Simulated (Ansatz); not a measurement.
# BaNaBr3 (cubic perovskite) (Pm-3m): band gap by G0W0 on PBE

Aim: the quasiparticle gap of BaNaBr3 (cubic perovskite) (Pm-3m), starting from PBE.

Main program and level: Ansatz 0.2.0; PBE, then G0W0 on it, plane waves, PAW.

Report form: the programs' logs are mostly left out.

The structure was built from a prototype and need not be the compound's stable phase.

In doubt: masses and optical values from hybrid runs of this build are listed as unsure (in some of the runs), which bears on the screening that GW takes from such a start.

**1. The starting structure**

It takes space group Pm-3m (No. 221, cubic). Conventional cell: a = 6.567 Å, b = 6.567 Å, c = 6.567 Å, α = 90.00°, β = 90.00°, γ = 90.00°. Nearest to Na lie 12 Br at 4.64 Å. Ba has 6 Br at 3.28 Å nearest. Nearest to Br lie 2 Ba at 3.28 Å. It derives from Ba1Br3Na1. Farther neighbours and most contacts between anions are not listed.

The start is a generated structure, not a measured one. The structure type comes from a generator and need not be one that this composition takes. Spin-orbit coupling is left out unless a step names it. The default PAW set here is soft_2. Its files were made with PBE.

**2. Relaxation**

The structure is relaxed first.

This step: DFT, PBE, plane waves, PAW.

Contents of input.yaml:

```yaml
crystal:
  lattice:
    - [6.56720846, 0.0, 0.0]
    - [0.0, 6.56720846, 0.0]
    - [0.0, 0.0, 6.56720846]
  atoms:
    - { symbol: Na, position: [0.0, 0.0, 0.0] }
    - { symbol: Ba, position: [0.5, 0.5, 0.5] }
    - { symbol: Br, position: [0.5, 0.5, 0.0] }
    - { symbol: Br, position: [0.5, 0.0, 0.5] }
    - { symbol: Br, position: [0.0, 0.5, 0.5] }
kpoints:
  mp_grid: { grid: [4, 4, 4] }
hamiltonian:
  xc: pbe
scf:
  occupations: { method: fermi_dirac, width: 0.02 }
relax:
  f_tol: 0.01
  max_steps: 100
  cell: {}
output:
  write_density: true
  write_potential: true
  elf: true
  volumetric_format: npy
```

On the command line:

```bash
> ansatz run input.yaml --threads 4 --pin off --max-ram 17510MiB --backend cpu --events-out ev --progress --plain --runs-dir out
```

The job ended after 8.2 s (4 threads of Arm Neoverse V1, shared host; peak memory 0.59 GiB).

Step by step:

| step | energy less that of the first step (eV) | largest force component (eV/Å) | pressure (GPa) | volume (Å³) |
| --- | --- | --- | --- | --- |
| 1 | 0.0000 | 0.0000 | -1.42 | 283.23 |
| 2 | -0.0928 | 0.0000 | -1.07 | 271.40 |
| 3 | -0.1713 | 0.0000 | 0.44 | 240.52 |
| 4 | -0.1802 | 0.0000 | -0.07 | 248.81 |
| 5 | -0.1806 | 0.0000 | 0.00 | 247.59 |
| 6* | -0.1792 | 0.0000 | 0.00 | 247.59 |

Relaxation steps marked * repeat the geometry before them on a plane-wave basis chosen anew for their cell, so energy and pressure can jump there.

Forces are held to the 48 operations that the run works with; a distortion that breaks them can't arise in this run.

| conventional cell, symmetrised | before | after | change |
| --- | --- | --- | --- |
| a (Å) | 6.567 | 6.279 | -4.4 % |
| b (Å) | 6.567 | 6.279 | -4.4 % |
| c (Å) | 6.567 | 6.279 | -4.4 % |
| volume (Å³/atom) | 56.65 | 49.52 | -12.6 % |

Final coordinates:

```xyz
5
Lattice="6.2793 0.0000 0.0000 0.0000 6.2793 0.0000 0.0000 0.0000 6.2793" Properties=species:S:1:pos:R:3 pbc="T T T"
Na    0.0000    0.0000    0.0000
Ba    3.1397    3.1397    3.1397
Br    3.1397    3.1397    0.0000
Br    3.1397    0.0000    3.1397
Br    0.0000    3.1397    3.1397
```

**3. Bands along the symmetry lines**

Levels along a band path and on the mesh show where this functional puts the band edges.

Contents of input.yaml:

```yaml
crystal:
  lattice:
    - [6.2793234105, 0.0, 0.0]
    - [0.0, 6.2793234105, 0.0]
    - [0.0, 0.0, 6.2793234105]
  atoms:
    - { symbol: Na, position: [0.0, 0.0, 0.0] }
    - { symbol: Ba, position: [0.5, 0.5, 0.5] }
    - { symbol: Br, position: [0.5, 0.5, 0.0] }
    - { symbol: Br, position: [0.5, 0.0, 0.5] }
    - { symbol: Br, position: [0.0, 0.5, 0.5] }
kpoints:
  mp_grid: { grid: [4, 4, 4] }
  band_path:
    path:
      - [[0.0, 0.0, 0.0], [0.0, 0.5, 0.0], [0.5, 0.5, 0.0], [0.0, 0.0, 0.0], [0.5, 0.5, 0.5], [0.0, 0.5, 0.0]]
      - [[0.5, 0.5, 0.5], [0.5, 0.5, 0.0]]
    npoints: 10
hamiltonian:
  xc: pbe
scf:
  occupations: { method: fermi_dirac, width: 0.02 }
  n_extra_bands: 5
output:
  eigenvalues: true
  forces: true
  stress: true
  write_density: true
  write_potential: true
  elf: true
  volumetric_format: npy
```

It took 3.4 s on 4 threads; peak memory 0.57 GiB.

This step gave:

```yaml
pressure: -0.001288 GPa
filled_bands: 20
gap: 2.860 eV
valence_top_at: R
conduction_bottom_at: Γ
least_direct_gap: 3.029 eV
```

Over mesh and path the gap is 2.860 eV, from k = (0.500, 0.500, 0.500) to k = Γ. The least direct gap found is 3.029 eV, at k = Γ.

The electronic bands at the labelled points (eV, zero at the top of the highest nominally filled band):

| point | band 17 | band 18 | band 19 | band 20 | band 21 | band 22 | band 23 | band 24 |
| --- | --- | --- | --- | --- | --- | --- | --- | --- |
| Γ | -0.35 | -0.17 | -0.17 | -0.17 | 2.86 | 5.12 | 5.12 | 5.12 |
| halfway | -0.42 | -0.38 | -0.19 | -0.19 | 3.24 | 5.16 | 5.49 | 5.49 |
| X | -0.57 | -0.41 | -0.21 | -0.21 | 3.82 | 4.91 | 5.21 | 5.91 |
| halfway | -0.54 | -0.45 | -0.28 | -0.15 | 3.91 | 5.31 | 5.61 | 5.97 |
| M | -0.53 | -0.53 | -0.35 | 0.00 | 4.02 | 5.85 | 5.85 | 6.15 |
| halfway | -0.46 | -0.46 | -0.24 | -0.21 | 3.52 | 5.51 | 5.59 | 5.61 |
| Γ | -0.35 | -0.17 | -0.17 | -0.17 | 2.86 | 5.12 | 5.12 | 5.12 |
| halfway | -0.75 | -0.24 | -0.24 | -0.18 | 3.69 | 5.41 | 5.93 | 5.93 |
| R | -1.11 | 0.00 | 0.00 | 0.00 | 3.59 | 6.78 | 6.78 | 6.78 |
| halfway | -0.77 | -0.22 | -0.19 | -0.12 | 3.85 | 5.57 | 5.87 | 6.05 |
| X | -0.57 | -0.41 | -0.21 | -0.21 | 3.82 | 4.91 | 5.21 | 5.91 |
| jump to R | -1.11 | 0.00 | 0.00 | 0.00 | 3.59 | 6.78 | 6.78 | 6.78 |
| halfway | -0.87 | -0.15 | -0.15 | 0.00 | 3.79 | 6.08 | 6.08 | 6.51 |
| M | -0.53 | -0.53 | -0.35 | 0.00 | 4.02 | 5.85 | 5.85 | 6.15 |

Electrostatic potential energy in the ac plane at fractional y = 0.500, with atoms of Ba and Br within 0.2 Å of it. With pseudopotentials it is smooth inside the atoms' cores, unlike the true potential.

Ten even steps from '0' (-70 eV) to '9' (6 eV), each cell a mean:
```
99999971004899999
99999986347999999
99999999889999999
99999999999999999
99999999889999999
89999987678899998
35899875446899974
01699854334789840
00699854334689830
03799864445799961
68999986557899987
99999998888999999
99999999999999999
99999999999999999
99999997668999999
99999983015999999
99999960003899999
```
Columns run along a (6.3 Å; values clipped at the 3rd and 97th percentile), rows up along c (6.3 Å). Atoms in or near the plane, at fractional coordinates: Ba at (0.50, 0.50), Br at (0.50, 0.00), Br at (0.00, 0.50).

Valence density in the ac plane at fractional y = 0.500, with atoms of Ba and Br within 0.2 Å of it. It is the smooth field of the valence electrons, not physical close to the nuclei.

Values in e/Å³, 9 rows by 16 columns, each cell a mean:
```
0.0 0.0 0.0 0.0 0.1 0.3 0.9 1.0 0.8 1.0 0.6 0.2 0.1 0.0 0.0 0.0
0.0 0.0 0.0 0.0 0.0 0.1 0.3 0.4 0.5 0.4 0.2 0.1 0.0 0.0 0.0 0.0
0.3 0.2 0.1 0.1 0.0 0.1 0.2 0.3 0.4 0.3 0.1 0.0 0.0 0.1 0.2 0.2
0.9 0.9 0.5 0.2 0.1 0.3 0.9 1.2 1.1 1.1 0.6 0.2 0.1 0.3 0.8 1.0
0.4 1.1 0.8 0.3 0.2 0.6 1.3 0.8 0.5 1.2 1.0 0.3 0.2 0.5 1.1 0.7
0.9 0.7 0.4 0.1 0.1 0.2 0.7 1.0 1.1 0.9 0.4 0.1 0.1 0.2 0.5 0.8
0.1 0.1 0.1 0.0 0.0 0.1 0.1 0.2 0.2 0.2 0.1 0.0 0.0 0.0 0.1 0.1
0.0 0.0 0.0 0.0 0.1 0.2 0.4 0.7 0.7 0.6 0.3 0.1 0.0 0.0 0.0 0.0
0.0 0.0 0.0 0.0 0.1 0.4 1.0 0.8 0.6 1.1 0.7 0.2 0.1 0.0 0.0 0.0
```
Columns run along a (6.3 Å), rows up along c (6.3 Å). Atoms in or near the plane, at fractional coordinates: Ba at (0.50, 0.50), Br at (0.50, 0.00), Br at (0.00, 0.50).

**4. G0W0 on the 2×2×2 mesh**

G0W0 replaces the xc potential by a self-energy built once from the orbitals of the start. Levels are corrected in the window of bands that the input names, at points of the mesh.

This step: G0W0 on PBE, plane waves, PAW.

input.yaml, the sections that differ from step 3:

```yaml
kpoints:
  mp_grid: { grid: [2, 2, 2] }
scf:
  occupations: { method: fixed }
gw:
  n_empty_bands: 739
  ecut_chi: 120.0
  qp_bands: [v2, c2]
  qp_kpoints: band_edges
  screening: { model: contour_deformation }
# crystal, hamiltonian: as in step 3
# output: removed
```

Wall time 88 s (4 threads); peak memory 4 GiB; 5.7 min of CPU time.

This step gave:

| Quantity | Value |
| --- | --- |
| bands summed | 759 |
| RPA ε∞ on this mesh (eigenvalues) | 2.545, 2.545, 2.545 |
| plane waves in the screening matrix | 739 |
| q-points in the mesh | 8 |
| G0W0 gap over the corrected points | 5.162 eV |
| k of the valence top | -0.5, -0.5, -0.5 |
| k of the conduction bottom | 0, 0, 0 |
| starting gap on the mesh | 2.850 eV |
| Z at the valence top | 0.7708 |
| Z at the conduction bottom | 0.8523 |
| least direct G0W0 gap over the corrected points | 5.329 eV |

Over all 4 irreducible mesh points the G0W0 gap is 5.162 eV, from k = (-0.500, -0.500, -0.500) to k = Γ. The PBE gap of this run on the mesh is 2.850 eV. The two states that bound the G0W0 gap lie that far apart at the start, so the correction of the gap is 5.162 − 2.850 = +2.312 eV. The start of this run differs from the step before in mesh (4×4×4 and 2×2×2).

Labels follow the order of the start: v1 is the top filled band, c1 the lowest empty one; levels that stay degenerate share a row, the window can cut a multiplet, doubted levels are not marked in this list, bands outside the window were not corrected, and the list may be a part of the corrected levels. Levels before and after the correction, in eV, zero at the valence-band top of each column:

|  | conduction bottom | valence top |
| --- | --- | --- |
| Kohn-Sham | 2.85 | 0.00 |
| G0W0 | 5.16 | 0.00 |

|  | level | occupation | energy (eV) |
| --- | --- | --- | --- |
| Kohn-Sham | Γ v2-v1 | 2 | -0.171 |
| Kohn-Sham | Γ c1 | 0 | 2.850 |
| Kohn-Sham | Γ c2 | 0 | 5.092 |
| Kohn-Sham | (-0.5 -0.5 -0.5) v2-v1 | 2 | 0.000 |
| Kohn-Sham | (-0.5 -0.5 -0.5) c1 | 0 | 3.584 |
| Kohn-Sham | (-0.5 -0.5 -0.5) c2 | 0 | 6.768 |
| G0W0 | Γ v2-v1 | 2 | -0.167 |
| G0W0 | Γ c1 | 0 | 5.162 |
| G0W0 | Γ c2 | 0 | 7.609 |
| G0W0 | (-0.5 -0.5 -0.5) v2-v1 | 2 | 0.000 |
| G0W0 | (-0.5 -0.5 -0.5) c1 | 0 | 6.063 |
| G0W0 | (-0.5 -0.5 -0.5) c2 | 0 | 9.157 |

The parts of the quasiparticle energy for the two states that bound the G0W0 gap, in eV on the run's own scale (QP = start + Σx + Σc − Vxc, with Σc at the quasiparticle energy):

| edge | k | band | start | Σx | Σc | Vxc | Z | QP |
| --- | --- | --- | --- | --- | --- | --- | --- | --- |
| valence top | (-0.500, -0.500, -0.500) | 19 | −0.029 | −19.293 | 2.200 | −15.431 | 0.771 | −1.691 |
| conduction bottom | Γ | 21 | 2.821 | −2.204 | −2.451 | −5.306 | 0.852 | 3.471 |

**5. Spin-orbit coupling**

This run has two-component orbitals with spin-orbit coupling.

This step: DFT, PBE with spin-orbit coupling, plane waves, PAW.

input.yaml, the sections that differ from step 4:

```yaml
kpoints:
  mp_grid: { grid: [4, 4, 4] }
  band_path:
    path: [[0.0, 0.0, 0.0], [0.0, 0.5, 0.0], [0.5, 0.5, 0.0], [0.5, 0.5, 0.5]]
    npoints: 1
scf:
  occupations: { method: fixed }
  n_extra_bands: 10
magnetization:
  noncollinear: true
  spin_orbit: true
output:
  eigenvalues: true
  forces: true
  stress: true
# crystal, hamiltonian: as in step 4
# gw: removed
```

Elapsed: 11 s, on 4 threads; peak memory 1.1 GiB.

This step gave:

- pressure: -0.003001 GPa
- gap: 2.765 eV
- valence top at: R
- conduction bottom at: Γ
- least direct gap: 2.856 eV

Over mesh and listed points the gap is 2.765 eV, from k = (0.500, 0.500, 0.500) to k = Γ. The least direct gap found is 2.856 eV, at k = Γ. PBE+SOC against PBE: 2.765 − 2.860 = −0.095 eV, with the same mesh, set of files (read in its fully relativistic form for the spin-orbit run) and cutoff, and both edges at the same k points. The spin-orbit run sees mesh and listed points alone, so its gap is an upper bound: the coupling can move an edge off these points, and the change over the zone, its sign included where it is small, is not known.

**6. Side by side**

Each gap is the least one over the points named; times are wall times on shared hosts, not benchmarks. A G0W0 time includes the run's own self-consistent start. Runs with listed points see these and the mesh alone, so an edge that moves elsewhere is missed. Rows marked * are further runs, not shown as steps, whose inputs differ from the G0W0 step on the same start in the columns given; solver thresholds can differ too. Symmetry makes (0.500, 0.500, 0.500) and (-0.500, -0.500, -0.500) one point.

| level | mesh | files, cutoff | bands summed, screening | points | gap (eV) | valence top | conduction bottom | least direct gap (eV) | time |
| --- | --- | --- | --- | --- | --- | --- | --- | --- | --- |
| PBE | 4×4×4 | soft_2 PAW, 420 eV | - | mesh and path | 2.860 | (0.500, 0.500, 0.500) | Γ | 3.029 | 3.4 s |
| PBE+SOC | 4×4×4 | soft_2 PAW, 420 eV | - | mesh and listed points | 2.765 | (0.500, 0.500, 0.500) | Γ | 2.856 | 11 s |
| G0W0@PBE* | 2×2×2 | soft_2 PAW, 420 eV | 141, 36 eV | all 4 irreducible mesh points | 4.752 | (-0.500, -0.500, -0.500) | Γ | 4.878 | 4.8 s |
| G0W0@PBE* | 2×2×2 | soft_2 PAW, 420 eV | 363, 72 eV | all 4 irreducible mesh points | 4.953 | (-0.500, -0.500, -0.500) | Γ | 5.109 | 18 s |
| G0W0@PBE | 2×2×2 | soft_2 PAW, 420 eV | 759, 120 eV | all 4 irreducible mesh points | 5.162 | (-0.500, -0.500, -0.500) | Γ | 5.329 | 88 s |
| G0W0@PBE* | 2×2×2 | soft_2 PAW, 420 eV | 759, 120 eV, plasmon pole | all 4 irreducible mesh points | 5.154 | (-0.500, -0.500, -0.500) | Γ | 5.315 | 1.8 min |

**7. Summary of results**

```
PBE gap over mesh and path                      : 2.860 eV, from k = (0.500, 0.500, 0.500) to k = Γ
G0W0@PBE gap over all 4 irreducible mesh points : 5.162 eV, from k = (-0.500, -0.500, -0.500) to k = Γ
PBE+SOC gap over mesh and listed points         : 2.765 eV
GW settings                                     : 2×2×2 mesh, 739 empty bands, screening to 120 eV
known limits                                    : finite bands, screening cutoff and k mesh; no spin-orbit coupling in G0W0; screening cutoff under 40 eV in some runs
```

In words: Over all 4 irreducible mesh points the G0W0 gap is 5.162 eV, from k = (-0.500, -0.500, -0.500) to k = Γ. The PBE gap of this run on the mesh is 2.850 eV. The two states that bound the G0W0 gap lie that far apart at the start, so the correction of the gap is 5.162 − 2.850 = +2.312 eV. The valence state moves by −1.691 − (−0.029) = −1.662 eV and the conduction state by 3.471 − 2.821 = +0.650 eV, on the run's own scale; with 141 bands the edge states move by −1.165 and +0.736 eV, so the split between the edges depends on the bands and cutoff. Both edges that PBE shows over mesh and path lie at k points where levels were corrected. Levels at other points were not corrected, so a lower G0W0 gap elsewhere in the zone is not ruled out. From 141 bands and 36 eV to 759 bands and 120 eV the gap moves by 5.162 − 4.752 = +0.410 eV (rung by rung 4.752, 4.953, 5.162 eV); bands and screening cutoff rise together, so their parts are not told apart. A line in one over the bands through the two highest rungs gives 5.162 + (5.162 − 4.953) × 363 / (759 − 363) = 5.354 eV, and through the pair below 4.953 + (4.953 − 4.752) × 141 / (363 − 141) = 5.081 eV. The two differ by 0.273 eV, not under the 0.030 eV asked, so the law does not hold well over these rungs and the limit is not known. With the plasmon pole model in place of the contour deformation model and all else as in the G0W0@PBE row with 759 bands, the gap differs by 5.154 − 5.162 = −0.008 eV. G0W0 on other starts in this series, not shown as steps and not all at these settings: 5.780 eV on HSE06 (2×2×2, soft_2 PAW, 759 bands, 120 eV) and 5.154 eV on PBEsol (2×2×2, soft_2 PAW, 759 bands, 120 eV). PBE+SOC against PBE: 2.765 − 2.860 = −0.095 eV, with the same mesh, set of files (read in its fully relativistic form for the spin-orbit run) and cutoff, and both edges at the same k points. The spin-orbit run sees mesh and listed points alone, so its gap is an upper bound: the coupling can move an edge off these points, and the change over the zone, its sign included where it is small, is not known. What spin-orbit coupling does to the G0W0 levels was not computed, so no sum with the G0W0 gap is formed. The G0W0 runs are scalar-relativistic. This is the ideal cubic cell; tilts or off-centring, which many perovskites show locally, are not in it. No pair of G0W0 runs that differ in the mesh alone is shown (2×2×2 is a supercell whose nearest images lie 13 Å apart), so the error from the mesh is not known here. G0W0@PBE runs of this series with other atomic data on the same mesh, not shown as steps, give 5.233 eV (hard PAW, 700 eV, 1130 bands, screening to 156 eV); where bands and cutoffs differ too, the part of the files is not isolated. A screening cutoff under 40 eV is crude: G0W0@PBE with 141 bands at 36 eV.

[Paths, hosts, dates, memory and timing lines, banners, echoed tables and standing remarks are left out of the program output.]

[Logs are printed without paths, hosts, clocks, repeated set-up lines and the standing remarks that a program may print on its own settings, such as how far it seeks lower states.]

[Runs of the session that timed out or met a known fault of the program may be left out.]

[Cells called generated may have been cut or substituted from an entry of the Crystallography Open Database or the Materials Project.]

[Hosts, paths, dates, database ids (printed as entryN), source tags and the programs' standing remarks are cut or masked in the printed files.]

[Where an RPA ε∞ is given, it is that of the G0W0 mesh and is not shown converged in it. Names of k-points follow the symmetry that the program found, which can be lower than the space group named. Band edges on a path are those of the sampled points; other points can move an edge, and change direct to indirect where valleys lie close.]

[Hybrid gaps are those of their k-mesh and are not shown converged in it.]
